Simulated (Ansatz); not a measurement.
# ScAl (Pm-3m): phonons and vibrational spectra

Wanted: phonon frequencies of ScAl (Pm-3m) and what follows from them.

Main program and level: Ansatz 0.2.0; DFT PBEsol, scalar-relativistic, plane waves, PAW; PAW set soft_1.

This is a report of a sequence of runs, with most program output left out.

## Step 1: Starting point

Symmetry: Pm-3m, No. 221, cubic system. The conventional cell has a = 3.370 Å, b = 3.370 Å, c = 3.370 Å, α = 90.00°, β = 90.00°, γ = 90.00°. Nearest to Sc lie 8 Al at 2.92 Å. Nearest to Al lie 8 Sc at 2.92 Å. Farther neighbours are not listed.

Coordinates:

```cif
data_structure
_symmetry_space_group_name_H-M 'P 1'
_symmetry_Int_Tables_number 1
_cell_length_a 3.3703
_cell_length_b 3.3703
_cell_length_c 3.3703
_cell_angle_alpha 90.000
_cell_angle_beta 90.000
_cell_angle_gamma 90.000
_cell_volume 38.28
loop_
_atom_site_label
_atom_site_type_symbol
_atom_site_fract_x
_atom_site_fract_y
_atom_site_fract_z
_atom_site_occupancy
Sc1 Sc 0.50000 0.50000 0.50000 1
Al2 Al 0.00000 0.00000 0.00000 1
```

## Step 2: Bringing the structure to rest

The cell and atoms are relaxed, since residual forces and stress would shift the frequencies.

The input, input.yaml:

```yaml
crystal:
  lattice:
    - [3.37034897, 0.0, 0.0]
    - [0.0, 3.37034897, 0.0]
    - [0.0, 0.0, 3.37034897]
  atoms:
    - { symbol: Sc, position: [0.5, 0.5, 0.5] }
    - { symbol: Al, position: [0.0, 0.0, 0.0] }
kpoints:
  mp_grid: { grid: [12, 12, 12] }
hamiltonian:
  xc: pbesol
  pseudopotentials: { kind: paw, azcp: { folder: soft_1 }, xc_functional: pbe }
scf:
  occupations: { method: gaussian, width: 0.1 }
output:
  forces: true
  stress: true
  eigenvalues: true
  write_density: true
  write_potential: true
  elf: true
  volumetric_format: npy
relax:
  adjacent_minimum: "off"
  f_tol: 0.005
  max_steps: 80
  cell: { stress_tol: 0.05 }
```

Launch:

```console
> ansatz run input.yaml --threads 4 --pin off --max-ram 10240MiB --backend cpu --events-out ev --progress --plain --runs-dir out
```

It took 3.4 s on 4 threads of Arm Neoverse V2, shared host; peak memory 0.35 GiB; 12 s of CPU time.

Relaxation path:

```
step  energy less that of the first step (eV)  largest force component (eV/Å)  pressure (GPa)  volume (Å³)
   1                                   0.0000                          0.0000           -1.79        38.28
   2                                  -0.0027                          0.0000            1.36        36.82
   3                                  -0.0051                          0.0000           -0.06        37.43
   4                                  -0.0051                          0.0000            0.00        37.41
  5*                                  -0.0050                          0.0000           -0.01        37.41
```

Relaxation steps marked * repeat the geometry before them on a plane-wave basis chosen anew for their cell, so energy and pressure can jump there.

Forces are held to the 48 operations that the run works with; a distortion that breaks them can't arise in this run.

```
conventional cell, symmetrised  before  after  change
                         a (Å)   3.370  3.344  -0.8 %
                         b (Å)   3.370  3.344  -0.8 %
                         c (Å)   3.370  3.344  -0.8 %
              volume (Å³/atom)   19.14  18.70  -2.3 %
```

Final coordinates:

```xyz
2
Lattice="3.3444 0.0000 0.0000 0.0000 3.3444 0.0000 0.0000 0.0000 3.3444" Properties=species:S:1:pos:R:3 pbc="T T T"
Sc    1.6722    1.6722    1.6722
Al    0.0000    0.0000    0.0000
```

Numbers from this step:

```
pressure          : -0.005195 GPa
volume per atom   : 18.70 Å³
gap on the k-mesh : 0 eV
```

ELF in the ac plane at fractional y = 0.500, with atoms of Sc within 0.2 Å of it. It is the smooth field of the valence electrons, not physical close to the nuclei.

Values, 14 rows by 14 columns, each cell a mean:
```
0.73 0.71 0.64 0.53 0.39 0.26 0.20 0.19 0.21 0.29 0.41 0.55 0.65 0.71
0.68 0.64 0.54 0.37 0.22 0.13 0.12 0.12 0.12 0.15 0.24 0.40 0.56 0.65
0.59 0.53 0.37 0.20 0.12 0.15 0.24 0.27 0.22 0.14 0.12 0.22 0.40 0.55
0.48 0.39 0.22 0.11 0.18 0.40 0.55 0.59 0.54 0.35 0.16 0.12 0.24 0.41
0.37 0.26 0.13 0.15 0.41 0.64 0.66 0.65 0.66 0.61 0.35 0.14 0.15 0.29
0.29 0.19 0.12 0.26 0.60 0.64 0.43 0.31 0.47 0.66 0.54 0.22 0.12 0.21
0.27 0.17 0.12 0.32 0.64 0.59 0.26 0.09 0.31 0.65 0.59 0.27 0.12 0.19
0.28 0.19 0.12 0.28 0.61 0.63 0.39 0.26 0.43 0.66 0.55 0.24 0.12 0.20
0.34 0.24 0.12 0.17 0.47 0.66 0.63 0.59 0.64 0.64 0.40 0.15 0.13 0.26
0.46 0.36 0.19 0.11 0.21 0.47 0.61 0.64 0.60 0.41 0.18 0.12 0.22 0.39
0.58 0.51 0.34 0.18 0.11 0.17 0.28 0.32 0.26 0.15 0.11 0.20 0.37 0.53
0.67 0.63 0.51 0.34 0.19 0.12 0.12 0.12 0.12 0.13 0.22 0.37 0.54 0.64
0.73 0.70 0.63 0.51 0.36 0.24 0.19 0.17 0.19 0.26 0.39 0.53 0.64 0.71
0.75 0.73 0.67 0.58 0.46 0.34 0.28 0.27 0.29 0.37 0.48 0.59 0.68 0.73
```
Columns run along a (3.3 Å), rows up along c (3.3 Å). Atoms in or near the plane, at fractional coordinates: Sc at (0.50, 0.50).

Electrostatic potential energy in the ac plane at fractional y = 0.500, with atoms of Sc within 0.2 Å of it. With pseudopotentials it is smooth inside the atoms' cores, unlike the true potential.

Values in eV, 14 rows by 14 columns, each cell a mean:
```
 12  12  12  11  11  10   9   9   9  10  11  11  12  12
 12  12  11  10   9   7   6   6   6   8   9  10  11  12
 12  11  10   8   6   2  -1  -2  -1   3   6   9  10  11
 11  10   9   6   0  -8 -15 -17 -14  -7   1   6   9  11
 11  10   7   2  -9 -23 -32 -36 -32 -20  -7   3   8  10
 10   9   6  -2 -17 -35 -45 -47 -44 -32 -14  -1   6   9
 10   9   5  -4 -21 -39 -47 -47 -47 -36 -17  -2   6   9
 10   9   6  -3 -18 -36 -46 -47 -45 -32 -15  -1   6   9
 10  10   7   1 -11 -26 -36 -39 -35 -23  -8   2   7  10
 11  10   8   5  -1 -11 -18 -21 -17  -9   0   6   9  11
 11  11  10   8   5   1  -3  -4  -2   2   6   8  10  11
 12  12  11  10   8   7   6   5   6   7   9  10  11  12
 12  12  12  11  10  10   9   9   9  10  10  11  12  12
 12  12  12  11  11  10  10  10  10  11  11  12  12  12
```
Columns run along a (3.3 Å; values clipped at the 3rd and 97th percentile), rows up along c (3.3 Å). Atoms in or near the plane, at fractional coordinates: Sc at (0.50, 0.50).

Valence density in the ac plane at fractional y = 0.500, with atoms of Sc within 0.2 Å of it. It is the smooth field of the valence electrons, not physical close to the nuclei.

Values in e/Å³, 14 rows by 14 columns, each cell a mean:
```
0.2 0.2 0.2 0.2 0.1 0.1 0.1 0.1 0.1 0.1 0.1 0.2 0.2 0.2
0.2 0.2 0.2 0.1 0.1 0.2 0.2 0.2 0.2 0.2 0.1 0.2 0.2 0.2
0.2 0.2 0.1 0.2 0.2 0.3 0.4 0.4 0.4 0.2 0.2 0.2 0.2 0.2
0.1 0.1 0.1 0.2 0.3 0.7 1.3 1.5 1.2 0.6 0.3 0.2 0.1 0.1
0.1 0.1 0.2 0.3 0.8 2.2 3.7 4.3 3.5 1.8 0.6 0.2 0.2 0.1
0.1 0.1 0.2 0.4 1.5 4.2 6.6 7.4 6.4 3.5 1.2 0.4 0.2 0.1
0.1 0.1 0.2 0.5 1.9 5.1 7.7 8.5 7.4 4.3 1.5 0.4 0.2 0.1
0.1 0.1 0.2 0.4 1.6 4.4 6.9 7.7 6.6 3.7 1.3 0.4 0.2 0.1
0.1 0.1 0.2 0.3 0.9 2.6 4.4 5.1 4.2 2.2 0.7 0.3 0.2 0.1
0.1 0.1 0.2 0.2 0.4 0.9 1.6 1.9 1.5 0.8 0.3 0.2 0.1 0.1
0.2 0.2 0.1 0.2 0.2 0.3 0.4 0.5 0.4 0.3 0.2 0.2 0.1 0.2
0.2 0.2 0.2 0.1 0.2 0.2 0.2 0.2 0.2 0.2 0.1 0.1 0.2 0.2
0.2 0.2 0.2 0.2 0.1 0.1 0.1 0.1 0.1 0.1 0.1 0.2 0.2 0.2
0.2 0.2 0.2 0.2 0.1 0.1 0.1 0.1 0.1 0.1 0.1 0.2 0.2 0.2
```
Columns run along a (3.3 Å), rows up along c (3.3 Å). Atoms in or near the plane, at fractional coordinates: Sc at (0.50, 0.50).

In this step the volume went from 19.14 to 18.70 Å³/atom.

## Step 3: Tight relaxation

Phonons need a cell at rest on their own settings, so the relaxation is repeated with tight tolerances on forces and stress, using the mesh and the filling of the phonon run that follows.

input.yaml, the sections that differ from step 2:

```yaml
crystal:
  lattice:
    - [3.3444484184, 0.0, 0.0]
    - [0.0, 3.3444484184, 0.0]
    - [0.0, 0.0, 3.3444484184]
  atoms:
    - { symbol: Sc, position: [0.5, 0.5, 0.5] }
    - { symbol: Al, position: [0.0, 0.0, 0.0] }
scf:
  occupations: { method: methfessel_paxton, width: 0.2 }
output:
  forces: true
  stress: true
  eigenvalues: true
relax:
  adjacent_minimum: "off"
  f_tol: 0.001
  max_steps: 60
  cell: { stress_tol: 0.01 }
# kpoints, hamiltonian: as in step 2
```

The job ended after 1.4 s (4 threads; peak memory 0.35 GiB).

Little changed from the start: no atom moved by 0.005 Å and no cell edge by 0.1 %.

Numbers from this step:

* pressure: -0.006467 GPa

The forces vanish by symmetry and the pressure is -0.006 GPa, within the tolerances set. The cell now holds 18.70 Å³/atom.

## Step 4: Zone-centre response

The zone centre comes first: it holds the modes that light can see, as far as symmetry allows. No field response is asked, since the mesh shows no gap.

Edit input.yaml of step 3 so:

```diff
@@ -16,9 +16,4 @@
 output:
-  forces: true
-  stress: true
   eigenvalues: true
-relax:
-  adjacent_minimum: "off"
-  f_tol: 0.001
-  max_steps: 60
-  cell: { stress_tol: 0.01 }
+phonons:
+  method: dfpt
```

Elapsed: 5.3 s, on 4 threads; peak memory 0.54 GiB; 19 s of CPU time.

Numbers from this step:

* sum-rule residual before enforcement: 1.71e-5 eV/Å²
* point group: m-3m
* highest optical mode at the zone centre (no LO-TO term): 290.5 cm⁻¹
* lowest optical zone-centre mode: 290.5 cm⁻¹

Patterns of degenerate modes are one choice out of their space. Modes at Γ, with each element's share of the kinetic energy:

```
mode  frequency (cm⁻¹)  symmetry  Sc %  Al %
   1               0.0  acoustic    62    38
   2               0.0  acoustic    62    38
   3               0.0  acoustic    62    38
   4             290.5       T1u    38    62
   5             290.5       T1u    38    62
   6             290.5       T1u    38    62
```

Displacements in mode 6 (290.5 cm⁻¹), the largest set to 1:
```
Sc1  0.00  0.01 -0.60
Al2  0.00 -0.02  1.00
```

Before it was imposed, the acoustic sum rule was missed by 1.7e-5 eV/Å². Small misses are needed for a sound result but don't prove that mesh and cutoff are converged. The lowest optical mode is real, 290 cm⁻¹.

## Step 5: The dispersion

Stability and thermal properties need the whole zone. Linear response on a 4×4×4 q mesh gives force constants as far as a supercell of that size would.

Edit input.yaml of step 4 so:

```diff
@@ -19 +19,8 @@
   method: dfpt
+  qmesh: [4, 4, 4]
+  temperatures: { t_max: 1000, t_step: 50 }
+  qpath:
+    path:
+      - [[0.0, 0.0, 0.0], [0.0, 0.5, 0.0], [0.5, 0.5, 0.0], [0.0, 0.0, 0.0], [0.5, 0.5, 0.5], [0.0, 0.5, 0.0]]
+      - [[0.5, 0.5, 0.5], [0.5, 0.5, 0.0]]
+    npoints: 10
```

Elapsed: 2.4 min, on 4 threads; peak memory 1.2 GiB.

This step gave:

* sum-rule residual before enforcement: 1.63e-5 eV/Å²
* lowest frequency on the path: 0 cm⁻¹
* highest frequency on the path or at a solved wavevector: 347.8 cm⁻¹
* mean frequency: 219.2 cm⁻¹
* Debye temperature (second moment): 434 K
* logarithmic mean frequency: 200.6 cm⁻¹
* lowest mode on the q mesh (acoustic modes at Γ apart): 54.23 cm⁻¹
* zero-point energy per atom: 40.76 meV
* heat capacity at 300 K: 22.54 J/(mol atoms K)
* vibrational entropy at 300 K: 27.16 J/(mol atoms K)

Frequencies (cm⁻¹) solved at each irreducible wavevector; negative means imaginary. Frequencies by wavevector, by row:

```
q in reciprocal lattice units  star  mode 1  mode 2  mode 3  mode 4  mode 5  mode 6
                        0 0 0     1       0       0       0   290.5   290.5   290.5
                     0 0 0.25     6   127.9   127.9   132.1   275.1   275.1   286.4
                     0 0 -0.5     3   182.7   182.7   242.3   245.9   247.1   247.1
                  0 0.25 0.25    12    54.2   157.2   206.2   252.2   264.5   318.1
                  0 0.25 -0.5    12   109.3   149.8   177.2   255.4   310.9   317.2
                  0 -0.5 -0.5     3    59.1    59.1   169.7   264.9   347.8   347.8
               0.25 0.25 0.25     8   135.8   135.8   171.2     294   297.8   297.8
               0.25 0.25 -0.5    12     104   157.3   211.1   250.7   315.3   327.5
               0.25 -0.5 -0.5     6   142.6   142.6   211.9   272.6   326.6   326.6
               -0.5 -0.5 -0.5     1   233.3   233.3   233.3     280     280     280
```

Interpolated from a 4×4×4 q mesh. Phonon branches along the path, in cm⁻¹:

```
    point  branch 1  branch 2  branch 3  branch 4  branch 5  branch 6
        Γ         0         0         0       290       290       290
  halfway       128       128       132       275       275       286
        X       183       183       242       246       247       247
  halfway       109       150       177       255       311       317
        M        59        59       170       265       348       348
  halfway        54       157       206       252       264       318
        Γ         0         0         0       290       290       290
  halfway       136       136       171       294       298       298
        R       233       233       233       280       280       280
  halfway       104       157       211       251       315       328
        X       183       183       242       246       247       247
jump to R       233       233       233       280       280       280
  halfway       143       143       212       273       327       327
        M        59        59       170       265       348       348
```

Tetrahedra on a 20×20×20 mesh, mean over bins of 5 cm-1. Interpolated from a 4×4×4 q mesh. Table of phonon density of states by wavenumber; read off at these points:

wavenumber (cm⁻¹), phonon density of states (1/cm⁻¹/cell) and a bar:
```
        2     0.0000 
       18     0.0001 
       38     0.0011 #
       52     0.0025 #
       68     0.0102 ######
       82     0.0129 ########
      102     0.0221 #############
      118     0.0146 #########
      132     0.0151 #########
      152     0.0240 ##############
      158     0.0266 ################
      168     0.0195 ###########
      182     0.0325 ###################
      198     0.0236 ##############
      218     0.0065 ####
      232     0.0009 #
      248     0.0220 #############
      262     0.0512 ##############################
      268     0.0362 #####################
      282     0.0223 #############
      298     0.0228 #############
      312     0.0367 ######################
      322     0.0400 #######################
      332     0.0226 #############
      348     0.0018 #
```

The partial phonon density of states has structure finer than the step of the table below, so its rows give means over 10 cm⁻¹, whole bins alone (the curve runs from -10 to 368 cm⁻¹). Peaks (cm⁻¹: height): Al 99.3: 0.0104, 260.8: 0.0476, 320.2: 0.023; Sc 99.3: 0.0142, 161.0: 0.0188, 177.6: 0.0283, 199.0: 0.0209, 320.2: 0.0178.

Phonopy on the run's constants, 17x17x17 mesh, Gaussian sigma 2.7 cm-1. Interpolated from a 4×4×4 q mesh. The partial phonon density of states by wavenumber; means over each step; values in 1/cm⁻¹/cell:

```
wavenumber (cm⁻¹)       Al       Sc
                0   2.2e-5   3.5e-5
               10   1.9e-5   3.3e-5
               20   7.6e-5   1.2e-4
               30   2.1e-4   3.4e-4
               40   6.2e-4   9.7e-4
               50   9.2e-4  0.00132
               60  0.00254  0.00317
               70  0.00471  0.00574
               80  0.00568  0.00695
               90  0.00613  0.00761
              100  0.00911   0.0124
              110  0.00675  0.00909
              120  0.00568  0.00836
              130  0.00629  0.00950
              140  0.00623  0.00989
              150  0.00739   0.0135
              160  0.00863   0.0169
              170  0.00423   0.0163
              180  0.00573   0.0265
              190  0.00472   0.0208
              200  0.00320   0.0185
              210  0.00190   0.0122
              220   7.3e-4  0.00539
              230   2.7e-4  0.00248
              240  0.00279   1.6e-4
              250   0.0266  0.00181
              260   0.0422  0.00545
              270   0.0265  0.00691
              280   0.0164  0.00747
              290   0.0132  0.00792
              300   0.0150   0.0101
              310   0.0195   0.0143
              320   0.0221   0.0170
              330   0.0165   0.0137
              340  0.00662  0.00620
              350   9.9e-4   9.7e-4
              360   1.2e-6   1.2e-6
```

Second derivatives of the energy by pair, one row for each kind of neighbour of each atom listed. Each entry sums the pair over the periodic images of the supercell that the q mesh stands for, and in a polar crystal it holds the long-range dipole part too. Force constants by pair, by row:

```
atom  neighbour  distance (Å)  third of the trace (eV/Å²)  along the pair's line (eV/Å²)
 Sc1     itself             0                       7.675                              –
 Sc1         Al         2.896                      -0.648                         -2.516
 Sc1         Sc         3.344                     -0.3319                         -1.107
 Sc1         Sc          4.73                     -0.0345                        -0.0109
 Sc1         Al         5.546                     -0.0032                         0.0355
 Sc1         Sc         5.793                       0.008                         0.0561
 Sc1         Sc         6.689                     -0.0271                        -0.0124
 Sc1         Al         7.289                     2.00e-4                         0.0036
 Sc1         Sc         7.478                      0.0075                         0.0429
 Al2     itself             0                       6.244                              –
 Al2         Sc         2.896                      -0.648                         -2.516
 Al2         Al         3.344                      -0.174                        -0.0782
 Al2         Al          4.73                      0.0188                        -0.0662
 Al2         Sc         5.546                     -0.0032                         0.0355
 Al2         Al         5.793                     -0.0183                         0.0114
 Al2         Al         6.689                      0.0098                        -0.0206
 Al2         Sc         7.289                     2.00e-4                         0.0036
 Al2         Al         7.478                     -0.0079                        -0.0041
```

Harmonic thermodynamic functions per atom, from the density of states. Interpolated from a 4×4×4 q mesh. Thermodynamic functions, by row:

```
T (K)  F_vib (meV/atom)  S (J/mol-atom/K)  C_V (J/mol-atom/K)
    0             40.76                 0                   0
   50             40.52             1.704               4.139
  100             38.32             7.102               12.11
  200             24.87             18.48               20.04
  300                 1             27.16               22.54
  400            -30.73              33.8               23.54
  500            -68.61             39.11               24.03
  600            -111.5             43.52                24.3
  700            -158.6             47.28               24.47
  800            -209.3             50.55               24.58
  900            -263.3             53.45               24.65
 1000              -320             56.06               24.71
```

Harmonic mean-square displacement, third of the trace. Interpolated from a 4×4×4 q mesh. Mean square displacements, by row:

```
T (K)  Sc1 U_eq (Å²)  Al2 U_eq (Å²)
    0        0.00229         0.0032
  100        0.00335        0.00444
  300        0.00798        0.01003
  600        0.01552        0.01932
```

Symmetry leaves 10 wavevectors to solve. The lowest mode among them, the acoustic zeros apart, lies at q = (0, 0.25, 0.25) and is real, 54.2 cm⁻¹.

## Step 6: Outcome

```
space group after relaxation (within 0.01 Å)            : Pm-3m
volume per atom                                         : 18.7 Å³
electronic character                                    : no gap on this mesh
highest optical mode at the zone centre (no LO-TO term) : 290 cm⁻¹
lowest optical zone-centre mode                         : 290 cm⁻¹
lowest mode on the q mesh (acoustic modes at Γ apart)   : 54.2 cm⁻¹
highest frequency on the path or at a solved wavevector : 348 cm⁻¹
zero-point energy per atom                              : 40.8 meV
heat capacity at 300 K                                  : 22.5 J/(mol atoms K)
vibrational entropy at 300 K                            : 27.2 J/(mol atoms K)
Debye temperature (second moment)                       : 434 K
imaginary modes on the 4×4×4 q mesh                     : none
```

The structure is a minimum as far as tested: no mode is imaginary at the 10 irreducible wavevectors of the 4×4×4 mesh, and the softest away from the acoustic zeros lies at 54 cm⁻¹. The optical modes at Γ form one degenerate level at 290 cm⁻¹. With no gap, or one that is small against the smearing, the frequencies hang on the k mesh and the smearing, most of all near Kohn anomalies. The PAW files were made for PBE and serve the other functionals too. These are harmonic frequencies at zero temperature: anharmonic shifts, linewidths and thermal expansion are left out.

[Logs are printed without paths, hosts, clocks, repeated set-up lines and the standing remarks that a program may print on its own settings, such as how far it seeks lower states.]

[Hosts, paths, dates, database ids (printed as entryN), source tags and the programs' standing remarks are cut or masked in the printed files.]
